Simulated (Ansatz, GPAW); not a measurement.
## STM contrast on a 2-layer slab of Rh(110)

What would a tunnelling microscope show on a 2-layer slab of Rh(110)?

Method: GPAW, PAW setups; slab in vacuum, in the first sound run; inputs show where later runs differ, in GPAW 26.7.0 and Ansatz 0.2.0.

### Step 1. Starting point

The cell holds 2 atoms: 2 Rh. Its edges and angles: a = 3.800 Å, b = 2.687 Å, c = 15.344 Å, α = 90.0°, β = 90.0°, γ = 90.0°. Vacuum lies along c.

### Step 2. Relaxation

Forces are removed first; all later runs use this geometry. The lowest 1 atoms are held at bulk positions and keep their forces.

File run.py:

```python
import json
import numpy as np
from ase import Atoms
from ase.constraints import FixAtoms
from ase.optimize import BFGS
from gpaw import GPAW, PW

slab = Atoms(
    ['Rh', 'Rh'],
    positions=[
        [1.90000, 1.34350, 7.00000],
        [0.00000, 0.00000, 8.34350]],
    cell=[[3.8, 0.0, 0.0], [0.0, 2.68701, 0.0], [0.0, 0.0, 15.3435]],
    pbc=[True, True, False])

slab.calc = GPAW(mode=PW(400), xc='PBE', kpts={'size': (8, 12, 1), 'gamma': True},
                 occupations={'name': 'fermi-dirac', 'width': 0.1}, nbands='160%',
                 convergence={'density': 0.0001}, maxiter=200,
                 poissonsolver={'dipolelayer': 'xy'},
                 symmetry={'tolerance': 1e-3, 'extra_ids': [1, 0]}, txt='slab.txt')
result = {}
slab.set_constraint(FixAtoms([0]))
path = []
opt = BFGS(slab, maxstep=0.2)
opt.attach(lambda: path.append((slab.get_potential_energy(), slab.positions.tolist(), slab.get_forces().tolist())))
result['relaxed'] = bool(opt.run(fmax=0.05, steps=30))
result['path'] = path
energy = slab.get_potential_energy()
fermi = slab.calc.get_fermi_level()
v = slab.calc.get_electrostatic_potential().mean((0, 1)) - fermi
n = slab.calc.get_pseudo_density().mean((0, 1))
L = slab.cell[2, 2]
z = np.arange(len(v)) * L / len(v)
low, high = slab.positions[:, 2].min(), slab.positions[:, 2].max()
below, above = np.interp([low - 4.8, high + 4.8], z, v)
slopes = [np.interp(x, z, np.gradient(v, z)) for x in (low - 4.8, high + 4.8)]
eps = np.array([[slab.calc.get_eigenvalues(k, s) for k in range(len(slab.calc.get_ibz_k_points()))]
                for s in range(slab.calc.get_number_of_spins())]) - fermi
top, bottom = eps[eps < 0].max(), eps[eps > 0].min()
dipole = slab.get_dipole_moment()[2]
print(f'energy {energy:.4f} eV, Fermi level {fermi:.4f} eV, dipole {dipole:.5f} e A')
print(f'potential 4.8 A off the faces, from the Fermi level: lower {below:.4f} eV, upper {above:.4f} eV')
print(f'slope of the potential there: lower {slopes[0]:.5f}, upper {slopes[1]:.5f} eV/A')
print(f'nearest levels on the mesh: {top:.4f} and {bottom:.4f} eV')
print('magnetic moment', round(slab.get_magnetic_moment(), 3))
result.update(energy=energy, fermi=fermi, dipole=dipole, below=below, above=above, slopes=slopes, edges=[top, bottom],
              z=z.tolist(), v=v.tolist(), n=n.tolist(), positions=slab.positions.tolist(),
              forces=slab.get_forces(apply_constraint=False).tolist(), moments=slab.get_magnetic_moments().tolist())
json.dump(result, open('result.json', 'w'))
```

Command:

```console
OMP_NUM_THREADS=1 OPENBLAS_NUM_THREADS=1 python run.py
```

What it wrote:

```text
Step          Energy          fmax
BFGS:    0      -11.685920        2.053496
BFGS:    1      -11.744989        1.971869
BFGS:    2      -12.064383        1.125660
BFGS:    3      -12.143281        0.466838
BFGS:    4      -12.154371        0.077803
BFGS:    5      -12.154717        0.006406
energy -12.1037 eV, Fermi level -2.0278 eV, dipole -0.00028 e A
potential 4.8 A off the faces, from the Fermi level: lower 4.9885 eV, upper 4.9889 eV
slope of the potential there: lower -0.00012, upper 0.00019 eV/A
nearest levels on the mesh: -0.0222 and 0.0006 eV
magnetic moment 0.0
```

Run time: 7.2 min. Hardware: 1 thread of Arm Neoverse N1, shared host; peak memory 0.2 GiB.

Relaxation path:

```
step  energy less that of the first step (eV)  largest force (eV/Å)
   1                                   0.0000                2.0535
   2                                  -0.0609                1.9719
   3                                  -0.3957                1.1257
   4                                  -0.4881                0.4668
   5                                  -0.4964                0.0778
   6                                  -0.4972                0.0064
```

The atoms that moved most (Å):

```
atom     dx     dy      dz  length
 Rh2  0.000  0.000  -0.379   0.379
```

The relaxed structure:

```xyz
2
Lattice="3.8000 0.0000 0.0000 0.0000 2.6870 0.0000 0.0000 0.0000 15.3435" Properties=species:S:1:pos:R:3
Rh    1.9000    1.3435    7.0000
Rh    0.0000    0.0000    7.9644
```

This step gave:

| Quantity | Value |
| --- | --- |
| dipole along the normal | -2.80e-4 e·Å |
| levels nearest the Fermi level on the mesh | -0.02219, 6.29e-4 eV from the Fermi level |
| upper work function | 4.989 eV |
| lower work function | 4.989 eV |

The electrostatic potential energy of an electron (without an applied field's), less the Fermi level, planar mean by z:

```
z (Å)  electrostatic potential energy of an electron (without an applied field's), less the Fermi level, planar mean (eV)
  0.0                                                                                                                4.99
  0.5                                                                                                                4.99
  1.0                                                                                                                4.99
  1.5                                                                                                                4.99
  2.0                                                                                                                4.99
  2.5                                                                                                                4.99
  3.0                                                                                                                4.99
  3.5                                                                                                                4.99
  4.0                                                                                                                4.98
  4.5                                                                                                                4.94
  5.0                                                                                                                4.80
  5.5                                                                                                                4.26
  6.0                                                                                                                2.12
  6.5                                                                                                               -5.73
  7.0                                                                                                               -16.4
  7.5                                                                                                               -15.6
  8.0                                                                                                               -16.1
  8.5                                                                                                               -4.90
  9.0                                                                                                                2.39
  9.5                                                                                                                4.33
 10.0                                                                                                                4.82
 10.5                                                                                                                4.95
 11.0                                                                                                                4.98
 11.5                                                                                                                4.99
 12.0                                                                                                                4.99
 12.5                                                                                                                4.99
 13.0                                                                                                                4.99
 13.5                                                                                                                4.99
 14.0                                                                                                                4.99
 14.5                                                                                                                4.99
 15.0                                                                                                                4.99
```

Table of pseudo valence density, planar mean by z:

```
z (Å)  pseudo valence density, planar mean (e/Å³)
 0.00                                           0
 0.43                                           0
 0.85                                           0
 1.28                                           0
 1.70                                           0
 2.13                                      3.1e-6
 2.56                                      9.9e-6
 2.77                                      1.7e-5
 3.20                                      5.6e-5
 3.62                                      1.8e-4
 4.05                                      5.7e-4
 4.48                                     0.00181
 4.90                                     0.00577
 5.33                                      0.0184
 5.75                                      0.0608
 6.18                                       0.208
 6.61                                       0.789
 7.03                                        1.73
 7.46                                        1.12
 7.67                                        1.33
 8.10                                        1.53
 8.52                                       0.448
 8.95                                       0.131
 9.38                                      0.0379
 9.80                                      0.0117
10.23                                     0.00366
10.66                                     0.00116
11.08                                      3.6e-4
11.51                                      1.1e-4
11.93                                      3.6e-5
12.36                                      1.1e-5
12.57                                      6.4e-6
13.00                                      2.0e-6
13.43                                           0
13.85                                           0
14.28                                           0
14.70                                           0
15.13                                           0
```

The relaxation lowered the energy of the cell by 0.497 eV (energies extrapolated to zero smearing; the optimiser's log prints free energies). The largest force left on a free atom is 0.0064 eV/Å.

(Continued in part 2 of 3.)

[Logs are printed without paths, hosts, clocks, repeated set-up lines and the standing remarks that a program may print on its own settings, such as how far it seeks lower states.]

[Hosts, paths, dates, database ids (printed as entryN), source tags and the programs' standing remarks are cut or masked in the printed files.]
